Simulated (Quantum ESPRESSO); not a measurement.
# BP (F-43m): the LO frequency by hand

Aim: work out the LO frequency and the static dielectric constant of BP (F-43m) from one linear-response run, then check them.

Method: DFT LDA, scalar-relativistic, plane waves, PseudoDojo norm-conserving pseudopotentials, in Quantum ESPRESSO 7.5.

### Step 1. The relaxed structure

It takes space group F-43m (No. 216, cubic). The conventional cell has a = 4.487 Å, b = 4.487 Å, c = 4.487 Å, α = 90.00°, β = 90.00°, γ = 90.00°. B has 4 P at 1.94 Å nearest. P has 4 B at 1.94 Å nearest. Farther neighbours are not listed.

Coordinates:

```xyz
2
Lattice="-2.2435 0.0000 2.2435 0.0000 2.2435 2.2435 -2.2435 2.2435 0.0000" Properties=species:S:1:pos:R:3 pbc="T T T"
B     0.0000    0.0000    0.0000
P    -1.1218    1.1218    1.1218
```

This is the cell after its relaxation at this level of theory, not the database cell from which that began.

### Step 2. What the response run gave

A linear-response run on the relaxed cell, with the response to an electric field; only its zone-centre results are used. Cutoff 76 Ry, k mesh 12×12×12.

The program printed:

```text
[banners, grids, parts of the stress and lines that vanish by symmetry left out]
Program PHONON v.7.5
     Reading xml data from directory:

[...]
Exchange-correlation= PW
                           (   1   4   0   0   0   0   0)
[...]
kinetic-energy cut-off    =      76.0000  Ry
     charge density cut-off    =     304.0000  Ry
     convergence threshold     =      1.0E-18
[...]
Exchange-correlation= PW
                           (   1   4   0   0   0   0   0)
[...]
q = (   0.0000000   0.0000000   0.0000000 )
     25 Sym.Ops. (with q -> -q+G )
     G cutoff =  276.8263  (  13635 G-vectors)     FFT grid: ( 36, 36, 36)
     number of k points=    72
[...]
Mode symmetry, T_d (-43m)  point group:
[...]
Dielectric constant
[...]
End of electric fields calculation
          Dielectric constant in cartesian axis
          (       9.159402047       0.000000000       0.000000000 )
          (       0.000000000       9.159402047      -0.000000000 )
          (       0.000000000      -0.000000000       9.159402047 )
          Effective charges (d Force / dE) in cartesian axis without acoustic sum rule applied (asr)
           atom    1  B     Mean Z*:       -0.64516
      Ex  (       -0.64516       -0.00000       -0.00000 )
      Ey  (        0.00000       -0.64516       -0.00000 )
      Ez  (       -0.00000       -0.00000       -0.64516 )
           atom    2  P     Mean Z*:        0.64152
      Ex  (        0.64152        0.00000        0.00000 )
      Ey  (        0.00000        0.64152        0.00000 )
      Ez  (        0.00000       -0.00000        0.64152 )
          Effective charges Sum: Mean:       -0.00364
[...]
Effective charges (d Force / dE) in cartesian axis with asr applied:
           atom    1  B     Mean Z*:       -0.64334
[...]
atom    2  P     Mean Z*:        0.64334
[...]
Representation #   1 modes #   1   2   3
[...]
End of self-consistent calculation
     Convergence has been achieved
     Representation #   2 modes #   4   5   6
[...]
End of self-consistent calculation
     Convergence has been achieved
[...]
Dielectric constant in cartesian axis
          (       9.159402047       0.000000000       0.000000000 )
          (       0.000000000       9.159402047      -0.000000000 )
          (       0.000000000      -0.000000000       9.159402047 )
          Effective charges (d Force / dE) in cartesian axis without acoustic sum rule applied (asr)
           atom    1  B     Mean Z*:       -0.64516
      Ex  (       -0.64516       -0.00000       -0.00000 )
      Ey  (        0.00000       -0.64516       -0.00000 )
      Ez  (       -0.00000       -0.00000       -0.64516 )
           atom    2  P     Mean Z*:        0.64152
      Ex  (        0.64152        0.00000        0.00000 )
      Ey  (        0.00000        0.64152        0.00000 )
      Ez  (        0.00000       -0.00000        0.64152 )
          Effective charges Sum: Mean:       -0.00364
[...]
Effective charges (d Force / dE) in cartesian axis with asr applied:
           atom    1  B     Mean Z*:       -0.64334
[...]
atom    2  P     Mean Z*:        0.64334
[...]
q = (    0.000000000   0.000000000   0.000000000 )
[...]
freq (    1) =      -0.016952 [THz] =      -0.565461 [cm-1]
     freq (    2) =      -0.016952 [THz] =      -0.565461 [cm-1]
     freq (    3) =      -0.016952 [THz] =      -0.565461 [cm-1]
     freq (    4) =      24.619342 [THz] =     821.212844 [cm-1]
     freq (    5) =      24.619342 [THz] =     821.212844 [cm-1]
     freq (    6) =      24.619342 [THz] =     821.212844 [cm-1]
[...]
Mode symmetry, T_d (-43m)  point group:
     freq (   1-   3) =         -0.6  [cm-1]   --> T_2  G_15 P_4   I+R
     freq (   4-   6) =        821.2  [cm-1]   --> T_2  G_15 P_4   I+R

   JOB DONE.
```

```tsv
quantity	value
cell volume Ω (Å³)	22.585
mass of B (u)	10.810
mass of P (u)	30.974
Born charge of B, raw (e)	-0.645
Born charge of P, raw (e)	0.641
ε∞	9.159
ω(TO) after the sum rule (cm⁻¹)	821.2
```

### Step 3. The calculation

The charges must sum to zero over the cell; taking off their mean, -0.002 e, leaves Z* = -0.643 e on B. In the polar mode B moves against P, so the reduced mass is μ = 10.81 × 30.97 / 41.78 = 8.013 u.

A longitudinal wave builds up a field that adds to the restoring force: ω(LO)² = ω(TO)² + 4π Z*² / (μ Ω ε∞), in Hartree atomic units. With μ = 14607 electron masses and Ω = 152.41 bohr³ the second term is 2.5506e-07 Ha², or 12286 cm⁻² (1 Ha = 219474.6 cm⁻¹).

So ω(LO) = √(674386 + 12286) = 828.7 cm⁻¹, and by the Lyddane-Sachs-Teller relation ε₀ = ε∞ (ω(LO)/ω(TO))² = 9.33.

### Step 4. Check against the program

The analysis program adds the same non-analytic term to the full matrix, here for q along (1 0 0).

The program printed:

```text
[banner, memory and clock lines left out]
Program DYNMAT v.7.5

     Reading Dynamical Matrix from file g.dyn
     ...Force constants read
     ...epsilon and Z* read

     Polarizability (A^3 units)
     multiply by 0.268832 for Clausius-Mossotti correction
        14.664832    0.000000    0.000000
         0.000000   14.664832   -0.000000
         0.000000   -0.000000   14.664832

     IR activities are in (D/A)^2/amu units

# mode   [cm-1]    [THz]      IR
    1     -0.00   -0.0000    0.0000
    2     -0.00   -0.0000    0.0000
    3      0.00    0.0000    0.0000
    4    821.21   24.6194    1.1916
    5    821.21   24.6194    1.1916
    6    828.66   24.8426    1.1916
```

ε₀ comes from the program's run without a direction of q.

```tsv
quantity	by hand	program
ω(LO) (cm⁻¹)	828.7	828.7
ε₀	9.33	9.33
```

### Step 5. Results

* TO mode: 821.2 cm⁻¹
* LO mode: 828.7 cm⁻¹
* static dielectric constant: 9.326

What this shows: The LO mode of BP (F-43m) lies at 829 cm⁻¹, 7 cm⁻¹ above the TO mode; the formula meets the program within 0.1 cm⁻¹, as it must for a cubic crystal with one polar mode. ω(LO)² − ω(TO)² goes with Z*²/ε∞: an error of 5 % in ε∞ would move the LO mode by 0.4 cm⁻¹, and semilocal functionals tend to overestimate ε∞. These are harmonic values at zero temperature, at the volume of this functional, for the structure held cubic; stability elsewhere in the zone is no part of this calculation.

[Host names and launcher messages were left out of these logs when they were recorded.]

[Logs are printed without paths, hosts, clocks, repeated set-up lines and the standing remarks that a program may print on its own settings, such as how far it seeks lower states.]

[Hosts, paths, dates, database ids (printed as entryN), source tags and the programs' standing remarks are cut or masked in the printed files.]
